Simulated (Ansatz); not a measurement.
# BePd3C (built on the sites of a database entry of CaPd3C): from the cell to its phonons

Wanted: vibrations and spectra of BePd3C (built on the sites of a database entry of CaPd3C); the cell is already relaxed. After the zone centre comes a 4×4×4 q mesh on a 12×12×12 k mesh.

Method: DFT PBEsol, scalar-relativistic, plane waves, PAW, in Ansatz 0.2.0.

The structure was built from a prototype and need not be the compound's stable phase.

### 1. Starting point

It takes space group Pm-3m (No. 221, cubic). The conventional cell has a = 4.016 Å, b = 4.016 Å, c = 4.016 Å, α = 90.00°, β = 90.00°, γ = 90.00°. Nearest to Be lie 12 Pd at 2.84 Å. Nearest to Pd lie 2 C at 2.01 Å and 4 Be at 2.84 Å and 8 Pd at 2.84 Å. Nearest to C lie 6 Pd at 2.01 Å. Farther neighbours are not listed.

### 2. Linear response at the zone centre

The cell comes from relaxations at this level that are not shown. The zone centre comes first: it holds the modes that light can see, as far as symmetry allows. No field response is asked, since the mesh shows no gap.

File input.yaml:

```yaml
crystal:
  lattice:
    - [4.0156977755, 0.0, 0.0]
    - [0.0, 4.0156977755, 0.0]
    - [0.0, 0.0, 4.0156977755]
  atoms:
    - { symbol: Be, position: [0.0, 0.0, 0.0] }
    - { symbol: Pd, position: [0.0, 0.5, 0.5] }
    - { symbol: Pd, position: [0.5, 0.5, 0.0] }
    - { symbol: Pd, position: [0.5, 0.0, 0.5] }
    - { symbol: C, position: [0.5, 0.5, 0.5] }
kpoints:
  mp_grid: { grid: [12, 12, 12] }
hamiltonian:
  xc: pbesol
scf:
  occupations: { method: methfessel_paxton, width: 0.2 }
output:
  eigenvalues: true
phonons:
  method: dfpt
```

Run with:

```console
$ ansatz run input.yaml --threads 4 --pin off --max-ram 14336MiB --backend cpu --events-out ev --progress --plain --runs-dir out
```

Numbers of over 12 decimals in the logs are rounded to 6 here.

What it wrote:

```text
zone centre: on kpoints.mp_grid the ground state, and the responses unless they are solved on pairs of k-points, stand on 343 of the mesh's 1728 k-points, reduced under 8 symmetry operations, with k and −k counted as one. Each operation leaves every solved displacement unchanged or reverses it
Engine: ansatz 0.2.0, aarch64-unknown-linux-gnu
Pseudopotentials: kind: paw
Pseudopotential: Be, paw, valence charge 2, recommended cutoff 420 eV (normal), Be.paw.azcp
Pseudopotential: Pd, paw, valence charge 18, recommended cutoff 420 eV (normal), Pd.paw.azcp
Pseudopotential: C, paw, valence charge 4, recommended cutoff 420 eV (normal), C.paw.azcp
Functional definition: PBEsol
  exchange = pbesol_x
  correlation = pbesol_c
Crystal: 5 atoms, lattice volume = 64.756 Å³
Basis set: ecut = 420 eV, 1309 PW (Γ), exchange–correlation on 54×54×54 points (8 copies of the dense FFT grid, shifted against one another)
Bands: 36, of which v1, the nominal top of the filled ones, is band 30 counted from 1 (29 counted from 0)
Symmetry: 48 space group operations
k-points: 343 of 1728 (irreducible under 8 space group operations)
Non-local potential: Be, projectors of the file, l = 0: 2, l = 1: 2, l = 2: 1
Non-local potential: Pd, projectors of the file, l = 0: 2, l = 1: 2, l = 2: 2, l = 3: 1
Non-local potential: C, projectors of the file, l = 0: 2, l = 1: 2, l = 2: 1
PAW form: soft (Blöchl's): semilocal exchange-correlation on the pseudo side does not see the compensation charge
PAW frozen core: Be, regenerated for the run's functional, and the local potential with it (the file was generated under x = pbe(κ = 0.804, μ = 0.219515), c = pbe(β = 0.066725))
PAW frozen core: Pd, regenerated for the run's functional, and the local potential with it (the file was generated under x = pbe(κ = 0.804, μ = 0.219515), c = pbe(β = 0.066725))
PAW frozen core: C, regenerated for the run's functional, and the local potential with it (the file was generated under x = pbe(κ = 0.804, μ = 0.219515), c = pbe(β = 0.066725))
PAW one-centre angular grid: Be, 110 points (default); XC on 64 Gauss nodes
PAW one-centre angular grid: Pd, 590 points (default); XC on 64 Gauss nodes
PAW one-centre angular grid: C, 110 points (default); XC on 64 Gauss nodes
Initial density: superposition of atomic densities (neutral atoms: chi_scale 0, normalization atom), corrected by the library's trained network
Initial wavefunctions: pseudopotential atomic-orbital guess
Functional: x = pbesol(κ = 0.804, μ = 0.123457), c = pbesol(β = 0.046)
SCF iter   1: F=—  HF=-21055.866251 eV  |F-HF|=—  |Δ(HF+E_count)|=         —  Δρ=7.82e-3  dr2=3.25e-2  ethr=1.77e-3  ⟨swp⟩=5.2  Hψ=48891  notcnv=0
preconditioner: auto → Kerker (q_TF=auto, 2.694 Å⁻¹)  [metal: Δε(μ)=0.014 eV  Ē_g=7.827 eV  σ=0.200 eV  W_gap=0.06  n_scr=18 (ndim 8)  ℏωp=27.7 eV  f_vac=0.000  D(μ)=4.14/eV (n_scr^D=32)]
SCF iter   2: F=—  HF=-21055.858531 eV  |F-HF|=—  |Δ(HF+E_count)|=   7.72e-3  S|Δr|=    0.00e0  Δρ=3.70e-3  dr2=7.50e-3  ethr=5.42e-5  ⟨swp⟩=2.0  Hψ=21302  notcnv=0
SCF iter   3: F=—  HF=-21055.856443 eV  |F-HF|=—  |Δ(HF+E_count)|=   2.09e-3  S|Δr|=    0.00e0  Δρ=6.80e-4  dr2=3.38e-4  ethr=1.25e-5  ⟨swp⟩=2.0  Hψ=17832  notcnv=0
SCF iter   4: F=—  HF=-21055.856385 eV  |F-HF|=—  |Δ(HF+E_count)|=   5.72e-5  S|Δr|=    0.00e0  Δρ=2.07e-4  dr2=4.55e-5  ethr=5.63e-7  ⟨swp⟩=2.0  Hψ=16869  notcnv=0
SCF iter   5: F=—  HF=-21055.856371 eV  |F-HF|=—  |Δ(HF+E_count)|=   1.44e-5  S|Δr|=    0.00e0  Δρ=4.11e-5  dr2=1.91e-6  ethr=7.58e-8  ⟨swp⟩=2.0  Hψ=15959  notcnv=0
SCF iter   6: F=—  HF=-21055.856371 eV  |F-HF|=—  |Δ(HF+E_count)|=   6.29e-7  S|Δr|=    0.00e0  Δρ=7.94e-6  dr2=2.66e-8  ethr=3.18e-9  ⟨swp⟩=2.0  Hψ=16479  notcnv=0
SCF iter   7: F=—  HF=-21055.856371 eV  |F-HF|=—  |Δ(HF+E_count)|=   1.91e-9  S|Δr|=    0.00e0  Δρ=1.29e-6  dr2=7.77e-10  ethr=4.43e-11  ⟨swp⟩=2.0  Hψ=15420  notcnv=0
SCF iter   8: F=—  HF=-21055.856371 eV  |F-HF|=—  |Δ(HF+E_count)|=  3.64e-11  S|Δr|=    0.00e0  Δρ=2.81e-7  dr2=8.89e-11  ethr=1.30e-12  ⟨swp⟩=2.1  Hψ=18063  notcnv=0
SCF iter   9: F=-21055.856371 eV  HF=-21055.856371 eV  |F-HF|=0.00e0  |Δ(HF+E_count)|=  1.46e-11  S|Δr|=    0.00e0  Δρ=6.31e-8  dr2=4.17e-12  ethr=1.00e-12  ⟨swp⟩=7.7  Hψ=57113  notcnv=0
SCF 1 converged in 9 iterations: F = -21055.856371 eV  dr2 = 4.17e-12
  greatest PAW one-centre occupation: 0.999 electrons in one spin orbital (limit 2), on the Pd atom at site 3 (counted from 0), in its partial waves of l = 0
DFPT response loops at Γ: preconditioner auto → Kerker (q_TF=auto, 2.694 Å⁻¹) (partly filled bands, converged f_vac=0.000); β = 1.00, the filter's whole step (`scf.mixing.beta` (0.50) is not read by the response loops under this deck's `scf.mixing.preconditioner`; to damp them name `kerker` or `kerker_dos`, under which they read `scf.mixing.beta`, and type it under 1.00, their step now; both keys bind the ground state too); Broyden in place of MSR1
SCF converged after 9 iterations
Stability not checked: this state was not tested for a lower state beside it, because cold or Methfessel-Paxton smearing, or corrected tetrahedra, fill the levels in a way that the test cannot read (fill_not_monotonic; see scf.lower_state_search)
Free energy (F): -21055.856371 eV
Harris-Foulkes:  -21055.856371 eV  (|F-HF|=0.00e0)
Internal energy: -21055.848899 eV  (E = F + TS)
E sigma→0 (E₀):  -21055.854503 eV
Entropy (-TS):   -0.007471 eV (-1.494 meV/atom)
Fermi energy:    15.938268 eV
--- Per-component energies (eV) ---
  E_band       = -619.519793
  E_kinetic    = 1644.403383
  E_local      = -7184.193387  (includes V_loc(G=0)·N_el)
  E_nonlocal   = 687.912713
  E_hartree    = 2969.955389
  E_xc         = -569.314145
  E_vxc        = -712.433678  (∫ρ·V_xc dr)
  E_paw        = -11205.958963  (= ΣΔE_a)
  E_vpaw       = -995.120213  (= ΣTr[D̂ρ^β])
  E_aug_tail   = 0.000537  (compensation charges beyond the density's cutoff)
  E_ewald      = -7399.592630
  E_core_change = 0.938204  (= ΣΔE_core)
  E_smearing   = -0.007471  (= −TS)
  E_closure    = -0.000000  (closes the sum)
  Σ components = -21055.856371   (vs F -21055.856371, Δ=0.00e0)
--- Band table (eV; the first three rows and the last of 343) ---
  k-point 0: bands = [... 26 lower, 13.4153, 14.8210, 14.8210, 14.8210, 14.9244, 18.3445, 18.3445, 18.3445, ... 2 higher]
  k-point 1: bands = [... 26 lower, 13.6564, 14.8211, 14.8805, 14.9170, 14.9170, 18.2711, 18.4371, 18.4371, ... 2 higher]
  k-point 2: bands = [... 26 lower, 13.8977, 14.7519, 14.8214, 15.1681, 15.1681, 18.2479, 18.6997, 18.6997, ... 2 higher]
  k-point 342: bands = [... 26 lower, 14.6766, 14.6766, 14.7172, 14.7172, 14.7172, 18.1944, 18.1944, 18.1944, ... 2 higher]
--- Phonons (Γ-DFPT): 4 representative perturbations + reference, on 343 of 1728 k-points (Σ response iterations 13) ---
  k mesh reduced under 8 symmetry operations, with k and −k counted as one. Each operation leaves every solved displacement unchanged or reverses it
  ASR residual: 1.725e-4 → 0.000e0 eV/Å²; symmetrization residual: 4.366e-6 eV/Å²
  ASR residual per site (eV/Å²): 1.73e-4 3.54e-5 3.54e-5 3.54e-5 7.04e-7
  Γ frequencies (cm⁻¹): -107.58 -107.58 -107.58 0.00 0.00 0.00 75.35 75.35 75.35 143.54 143.54 143.54 492.34 492.34 492.34
  non-analytic LO–TO correction: not included (Born effective charges unavailable; polar crystals: no LO–TO splitting at Γ)
```

It took 2 min on 4 threads of Arm Neoverse V1, shared host; peak memory 2.4 GiB.

The column dr2 measures how far the density is from self-consistency, as an energy; F and HF (Harris–Foulkes) agree once it is small.

This step gave:

| Property | Result |
| --- | --- |
| volume per atom | 12.95 Å³ |
| gap on the k-mesh | 0 eV |
| sum-rule residual before enforcement | 1.73e-4 eV/Å² |
| point group | m-3m |
| highest optical mode at the zone centre (no LO-TO term) | 492.3 cm⁻¹ |
| lowest optical zone-centre mode | -107.6 cm⁻¹ |

Patterns of degenerate modes are one choice out of their space. The modes at Γ (shares of kinetic energy by element, %) (negative means imaginary):

```
mode  frequency (cm⁻¹)  symmetry  Be %  Pd %  C %
   1            -107.6       T1u    85    13    2
   2            -107.6       T1u    85    13    2
   3            -107.6       T1u    85    13    2
   4               0.0  acoustic     3    94    4
   5               0.0  acoustic     3    94    4
   6               0.0  acoustic     3    94    4
   7              75.3       T2u     0   100    0
   8              75.3       T2u     0   100    0
   9              75.3       T2u     0   100    0
  10             143.5       T1u    13    74   13
  11             143.5       T1u    13    74   13
  12             143.5       T1u    13    74   13
  13             492.3       T1u     0    19   81
  14             492.3       T1u     0    19   81
  15             492.3       T1u     0    19   81
```

Displacements in mode 2 (-107.6 cm⁻¹), the largest set to 1:
```
Be1 -0.88 -0.05  1.00
Pd2 -0.04  0.00 -0.07
Pd3  0.07  0.00  0.05
Pd4  0.07  0.00 -0.07
C5  -0.12 -0.01  0.13
```

Displacements in mode 11 (143.5 cm⁻¹), the largest set to 1:
```
Be1 -0.35  0.12 -1.00
Pd2  0.20  0.04 -0.29
Pd3 -0.10  0.04  0.57
Pd4 -0.10 -0.07 -0.29
C5   0.31 -0.11  0.89
```

Before it was imposed, the acoustic sum rule was missed by 1.7e-4 eV/Å². Small misses are needed for a sound result but don't prove that mesh and cutoff are converged. The lowest optical mode is imaginary, 107.6i cm⁻¹, so the energy falls along it.

(Part 1 of 2 ends here.)

[Logs are printed without paths, hosts, clocks, repeated set-up lines and the standing remarks that a program may print on its own settings, such as how far it seeks lower states.]

[Hosts, paths, dates, database ids (printed as entryN), source tags and the programs' standing remarks are cut or masked in the printed files.]
